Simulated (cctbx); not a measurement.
# Lattice, Laue class and space group of a new crystal

Cell: a = 4.5710 Å, b = 7.0850 Å, c = 14.9940 Å, α = 90.00°, β = 90.00°, γ = 90.00°. Expected content of the cell: Pr6 Sn8 Fe8.

Simulated single-crystal data (cctbx): Ga Kα, λ = 1.3414 Å, to d = 0.83 Å, 50 % of the full sphere, strongest reflection 5000 counts, noise from counting, a 6 % proportional error and a noise floor of 8 counts (s.d.); no absorption.

Tests on the unmerged data give:

```text
1749 reflections to d = 0.830 A
centring   violations  <I/sigma> of those
    A        306 of   877      3.7
    B        281 of   846      3.5
    C        323 of   871      4.0
    I          0 of   865     -0.1
    R        382 of  1165      3.6
    F        455 of  1297      3.7
Laue class    unique    Rint  (classes that these axes allow; Friedel mates merged)
I 1 2/m 1         436   0.053
I 1 1 2/m         438   0.053
I 2/m 1 1         448   0.049
I m m m           274   0.058
space group    extra absences  I>4sigma  <I/sigma>
I 2 2 2                 0          0         -  acentric
I 21 21 21              0          0         -  acentric
I m m 2                 0          0         -  acentric
I 2 m m                 0          0         -  acentric
I m 2 m                 0          0         -  acentric
I m m m                 0          0         -  centric
Wilson B = 0.56 A^2   <|E^2-1|> = 0.872 (0.968 centric, 0.736 acentric)   E^2>4: 2.3 %
shell (A)         n   <I/sigma>
 7.50 - 1.66     41     13.8
 1.66 - 1.32     36     13.4
 1.32 - 1.15     32     11.6
 1.15 - 1.05     35     12.5
 1.05 - 0.97     34      9.9
 0.97 - 0.91     31     11.4
 0.91 - 0.87     33      9.4
 0.87 - 0.83     32      9.4
```

**Question.** What are the lattice type, the Laue class and the likely space group?

The reflections that I centring forbids are absent (⟨I/σ⟩ near 0), so the lattice is I.

Rint stays low (0.049 to 0.058) up to I m m m, the highest class in these axes.

6 settings pass the absence test. No glide or screw absences show, which leaves I 2 2 2, I 21 21 21, I m m 2, I 2 m m, I m 2 m and I m m m.

⟨|E²−1|⟩ = 0.872 lies between the two ideal values. The Wilson B of 0.56 Å² means U ≈ 0.0071 Å².

The true group is Immm (no. 71), Laue class mmm, centrosymmetric. The tables only narrow the choice to the tied entries; cell content, site symmetry and trial solutions must settle it.

The model is made up (kin elements in a known structure type, no relaxation), so it says nothing on whether the phase exists.

[Logs are printed without paths, hosts, clocks, repeated set-up lines and the standing remarks that a program may print on its own settings, such as how far it seeks lower states.]
